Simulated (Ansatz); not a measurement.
# La2O3 (P-3m1): band gap by G0W0 on PBE, part 3 of 3

Aim: the quasiparticle gap of La2O3 (P-3m1), starting from PBE.

Ansatz 0.2.0; PBE, then G0W0 on it, plane waves, PAW. Known limits of the many-body steps: finite bands, screening cutoff and k mesh; no spin-orbit coupling in G0W0.

So far. Step 2 (Bands along the symmetry lines): Over mesh and path the gap is 3.841 eV, from k = (0.500, 0.000, 0.500) to k = (0.500, 0.000, 0.000). The least direct gap found is 3.966 eV, at k = (0.333, 0.333, 0.000). Step 3 (One-shot GW): Over all 24 irreducible mesh points the G0W0 gap is 5.479 eV, from k = (0.000, -0.500, -0.500) to k = (0.333, 0.333, 0.000). The PBE gap of this run on the mesh is 3.841 eV.

In doubt: masses and optical values from hybrid runs of this build are listed as unsure (in some of the runs), which bears on the screening that GW takes from such a start.

## (4) Spin-orbit coupling

This run has two-component orbitals with spin-orbit coupling.

This step: DFT, PBE with spin-orbit coupling, plane waves, PAW.

Contents of input.yaml:

```yaml
crystal:
  lattice:
    - [3.930777878, 0.0, 0.0]
    - [-1.965388939, 3.404153499, 0.0]
    - [0.0, 0.0, 6.11195352]
  atoms:
    - { symbol: La, position: [0.66666667, 0.33333333, 0.75376432] }
    - { symbol: La, position: [0.33333333, 0.66666667, 0.24623568] }
    - { symbol: O, position: [0.66666667, 0.33333333, 0.35410935] }
    - { symbol: O, position: [0.33333333, 0.66666667, 0.64589065] }
    - { symbol: O, position: [0.0, 0.0, 0.0] }
kpoints:
  mp_grid: { grid: [12, 12, 4] }
  band_path:
    path:
      - [0.0, 0.0, 0.0]
      - [0.5, 0.0, 0.0]
      - [0.33333333, 0.33333333, 0.0]
      - [0.0, 0.0, 0.5]
      - [0.5, 0.0, 0.5]
      - [0.33333333, 0.33333333, 0.5]
    npoints: 1
hamiltonian:
  xc: pbe
scf:
  occupations: { method: fixed }
  n_extra_bands: 10
magnetization:
  noncollinear: true
  spin_orbit: true
output:
  eigenvalues: true
```

Launch:

```
$ ansatz run input.yaml --threads 3 --pin off --max-ram 64512MiB --backend cuda --events-out ev --progress --plain --runs-dir out --devices 1 --max-vram 24GiB  # rebuilt from the run's record
```

Numbers of over 12 decimals in the logs are rounded to 6 here.

The log of the run:

```text
[...]
GPUs: using 1 of 1 available (devices: 1).
[...]
non-collinear run that drives no moment, with spin-orbit: no starting moment large enough to seed its density (crystal.atoms[].spin), no starting occupations that ask for one, no magnetisation constraint and no magnetic field, so the semilocal B_xc is pinned to zero
[...]
GPU FFT provider: cuFFT
GPU libraries: cuBLAS 13.8.2, cuFFT 12.4.0, cuSOLVER 12.3.4
Crystal: 5 atoms, lattice volume = 81.784 Å³
Basis set: ecut = 420 eV, 1641 PW (Γ)
Bands: 50, of which v1, the nominal top of the filled ones, is band 40 counted from 1 (39 counted from 0)
Symmetry: 12 space group operations + 12 with time reversal
[...]
k-points: 69 of 576
Projection manifold: j_resolved (fully-relativistic pseudo-atomic orbitals)
[...]
GPU buffer pool allocated for 32805 grid points (all kernels)
[...]
SCF iter   1: F=—  HF=-14223.080342 eV  |F-HF|=—  |Δ(HF+E_count)|=         —  Δρ=5.93e-2  dr2=2.74e0  dr2_m=0.00e0 (ungated)  ethr=3.10e-3  |M|=0.00e0 ∫|m|=0.00e0 μB  |m|>n=0.0e0 m-floor=0.0e0 τ_xc=0.0e0  β_m=0.30  ⟨swp⟩=3.8  Hψ=9048  notcnv=0  defer=272
[...]
spin=Noncollinear: Resta preconditioning applied to the charge; magnetization (m_x, m_y, m_z) channels mix plain (no charge-response kernel on spin).
SCF iter   2: F=—  HF=-14222.730357 eV  |F-HF|=—  |Δ(HF+E_count)|=   3.50e-1  Δρ=2.86e-2  dr2=8.25e-1  dr2_m=0.00e0 (ungated)  ethr=3.10e-3  |M|=0.00e0 ∫|m|=0.00e0 μB  |m|>n=0.0e0 m-floor=0.0e0 τ_xc=0.0e0  β_m=0.40  ⟨swp⟩=4.3  Hψ=3141  notcnv=0  defer=322
[...]
SCF iter   9: F=-14222.695194 eV  HF=-14222.695194 eV  |F-HF|=6.83e-8  |Δ(HF+E_count)|=   2.98e-6  Δρ=8.77e-6  dr2=7.44e-8  dr2_m=0.00e0 (ungated)  ethr=2.50e-10  |M|=0.00e0 ∫|m|=0.00e0 μB  |m|>n=0.0e0 m-floor=0.0e0 τ_xc=0.0e0  ⟨swp⟩=18.6  Hψ=10800  notcnv=0
SCF 1 converged in 9 iterations: F = -14222.695194 eV  dr2 = 7.44e-8
[...]
SCF converged after 9 iterations
Magnetization: |M| = 0.0000 μB,  M = (+0.0000, +0.0000, +0.0000) μB
Absolute magnetization: 0.0000 μB (∫|m|)
  site 0: m = (+0.0000, +0.0000, +0.0000) μB, |m| = 0.0000 μB  (R = 0.97 Å)
  site 1: m = (+0.0000, +0.0000, +0.0000) μB, |m| = 0.0000 μB  (R = 0.97 Å)
  site 2: m = (+0.0000, +0.0000, +0.0000) μB, |m| = 0.0000 μB  (R = 0.97 Å)
  site 3: m = (+0.0000, +0.0000, +0.0000) μB, |m| = 0.0000 μB  (R = 0.97 Å)
  site 4: m = (+0.0000, +0.0000, +0.0000) μB, |m| = 0.0000 μB  (R = 1.12 Å)
Free energy (F): -14222.695194 eV
[...]
Internal energy: -14222.695194 eV  (E = F + TS)
E sigma→0 (E₀):  -14222.695194 eV
Fermi energy:    9.731627 eV
[...]
--- Band table (eV; the first three rows and the last of 69) ---
  k-point 0: bands = [... 36 lower, 9.3628, 9.3628, 9.5964, 9.5964, 14.0038, 14.0038, 14.2751, 14.2751, ... 6 higher]
  k-point 1: bands = [... 36 lower, 9.3485, 9.3485, 9.4175, 9.4175, 14.1412, 14.1412, 14.3425, 14.3425, ... 6 higher]
  k-point 2: bands = [... 36 lower, 9.3740, 9.3740, 9.4784, 9.4784, 14.3659, 14.3659, 14.4038, 14.4038, ... 6 higher]
  k-point 68: bands = [... 36 lower, 9.4370, 9.4370, 9.5374, 9.5374, 13.9543, 13.9543, 14.5205, 14.5205, ... 6 higher]
```

Wall time 6.1 s (1 × NVIDIA H100 80GB HBM3 (shared by 3 runs) with 3 threads of AMD EPYC 7R13 (Zen 3), shared host); peak memory 1 GiB; 11 s of CPU time.

This step gave:

| Property | Result |
| --- | --- |
| gap | 3.828 eV |
| valence top at | L |
| conduction bottom at | M |
| least direct gap | 3.955 eV |

Over mesh and listed points the gap is 3.828 eV, from k = (0.500, 0.000, 0.500) to k = (0.500, 0.000, 0.000). The least direct gap found is 3.955 eV, at k = (0.333, 0.333, 0.000). PBE+SOC against PBE: 3.828 − 3.841 = −0.013 eV, with the same mesh, set of files (read in its fully relativistic form for the spin-orbit run) and cutoff, and both edges at the same k points. The spin-orbit run sees mesh and listed points alone, so its gap is an upper bound: the coupling can move an edge off these points, and the change over the zone, its sign included where it is small, is not known.

## (5) Side by side

Each gap is the least one over the points named; times are wall times on shared hosts, not benchmarks. A G0W0 time includes the run's own self-consistent start. Runs with listed points see these and the mesh alone, so an edge that moves elsewhere is missed. Rows marked * are further runs, not shown as steps, whose inputs differ from the G0W0 step on the same start in the columns given; solver thresholds can differ too. Symmetry makes (0.500, 0.000, 0.500) and (0.000, -0.500, -0.500) one point.

```tsv
level	mesh	files, cutoff	bands summed, screening	points	gap (eV)	valence top	conduction bottom	least direct gap (eV)	time
PBE	12×12×4	soft_2 PAW, 420 eV	-	mesh and path	3.841	(0.500, 0.000, 0.500)	(0.500, 0.000, 0.000)	3.966	7 s
PBE+SOC	12×12×4	soft_2 PAW, 420 eV	-	mesh and listed points	3.828	(0.500, 0.000, 0.500)	(0.500, 0.000, 0.000)	3.955	6.1 s
G0W0@PBE*	6×6×4	soft_2 PAW, 420 eV	106, 60 eV	all 24 irreducible mesh points	5.389	(0.000, -0.500, -0.500)	(0.333, 0.333, 0.000)	5.478	19 s
G0W0@PBE*	6×6×4	soft_2 PAW, 420 eV	264, 120 eV	all 24 irreducible mesh points	5.373	(0.000, -0.500, -0.500)	(0.333, 0.333, 0.000)	5.485	31 s
G0W0@PBE	6×6×4	soft_2 PAW, 420 eV	545, 200 eV	all 24 irreducible mesh points	5.479	(0.000, -0.500, -0.500)	(0.333, 0.333, 0.000)	5.605	44 s
G0W0@PBE*	6×6×2	soft_2 PAW, 420 eV	264, 120 eV	all 14 irreducible mesh points	5.371	(0.000, -0.500, -0.500)	(0.333, 0.333, 0.000)	5.478	13 s
G0W0@PBE*	6×6×4	soft_2 PAW, 420 eV	264, 120 eV, plasmon pole	all 24 irreducible mesh points	5.341	(0.000, -0.500, -0.500)	(0.333, 0.333, 0.000)	5.445	63 s
```

## (6) What came out

| Quantity | Value |
| --- | --- |
| PBE gap over mesh and path | 3.841 eV, from k = (0.500, 0.000, 0.500) to k = (0.500, 0.000, 0.000) |
| G0W0@PBE gap over all 24 irreducible mesh points | 5.479 eV, from k = (0.000, -0.500, -0.500) to k = (0.333, 0.333, 0.000) |
| PBE+SOC gap over mesh and listed points | 3.828 eV |
| GW settings | 6×6×4 mesh, 525 empty bands, screening to 200 eV |
| known limits | finite bands, screening cutoff and k mesh; no spin-orbit coupling in G0W0 |

In words: Over all 24 irreducible mesh points the G0W0 gap is 5.479 eV, from k = (0.000, -0.500, -0.500) to k = (0.333, 0.333, 0.000). The PBE gap of this run on the mesh is 3.841 eV. Other states bound it: the two that bound the G0W0 gap lie 3.855 eV apart in PBE, so state for state the correction is 5.479 − 3.855 = +1.624 eV, while gap against gap it is 5.479 − 3.841 = +1.638 eV. The valence state moves by 9.007 − 9.713 = −0.706 eV and the conduction state by 14.486 − 13.568 = +0.918 eV, on the run's own scale; with 106 bands the edge states move by −0.151 and +1.382 eV, so the split between the edges depends on the bands and cutoff. Both edges that PBE shows over mesh and path lie at k points where levels were corrected. G0W0 has the conduction bottom at another k point than that. Levels at other points were not corrected, so a lower G0W0 gap elsewhere in the zone is not ruled out. From 106 bands and 60 eV to 545 bands and 200 eV the gap moves by 5.479 − 5.389 = +0.090 eV (rung by rung 5.389, 5.373, 5.479 eV); bands and screening cutoff rise together, so their parts are not told apart. The gap turns back along the series (5.389, 5.373, 5.479 eV), so no line is drawn and the limit is not known. With the 6×6×2 mesh in place of the 6×6×4 mesh and all else as in the G0W0@PBE row with 264 bands, the gap differs by 5.371 − 5.373 = −0.002 eV, and that of the start by 3.843 − 3.841 = +0.002 eV. With the plasmon pole model in place of the contour deformation model and all else as in the G0W0@PBE row with 264 bands, the gap differs by 5.341 − 5.373 = −0.032 eV. G0W0 on other starts in this series, not shown as steps and not all at these settings: 5.640 eV on HSE06 (6×6×4, soft_2 PAW, 264 bands, 120 eV) and 5.855 eV on PBE0 (6×6×4, soft_2 PAW, 264 bands, 120 eV). PBE+SOC against PBE: 3.828 − 3.841 = −0.013 eV, with the same mesh, set of files (read in its fully relativistic form for the spin-orbit run) and cutoff, and both edges at the same k points. The spin-orbit run sees mesh and listed points alone, so its gap is an upper bound: the coupling can move an edge off these points, and the change over the zone, its sign included where it is small, is not known. What spin-orbit coupling does to the G0W0 levels was not computed, so no sum with the G0W0 gap is formed. For the G0W0 step: the program marks 30 of the 96 corrected levels as in doubt (energies apart), neither edge state among them. The G0W0 runs are scalar-relativistic. The cell holds La; where the f levels lie against the gap was not analysed here. G0W0@PBE runs of this series with other atomic data on the same mesh, not shown as steps, give 5.350 eV (hard PAW, 930 eV, 264 bands, screening to 120 eV; the table's row with the same empty bands and screening cutoff has 5.373 eV); where bands and cutoffs differ too, the part of the files is not isolated.

[Paths, hosts, dates, memory and timing lines, banners, echoed tables and standing remarks are left out of the program output.]

[Logs are printed without paths, hosts, clocks, repeated set-up lines and the standing remarks that a program may print on its own settings, such as how far it seeks lower states.]

[Runs of the session that timed out or met a known fault of the program may be left out.]

[Cells called generated may have been cut or substituted from an entry of the Crystallography Open Database or the Materials Project.]

[Hosts, paths, dates, database ids (printed as entryN), source tags and the programs' standing remarks are cut or masked in the printed files.]

[Where an RPA ε∞ is given, it is that of the G0W0 mesh and is not shown converged in it. Names of k-points follow the symmetry that the program found, which can be lower than the space group named. Band edges on a path are those of the sampled points; other points can move an edge, and change direct to indirect where valleys lie close.]

[Hybrid gaps are those of their k-mesh and are not shown converged in it.]
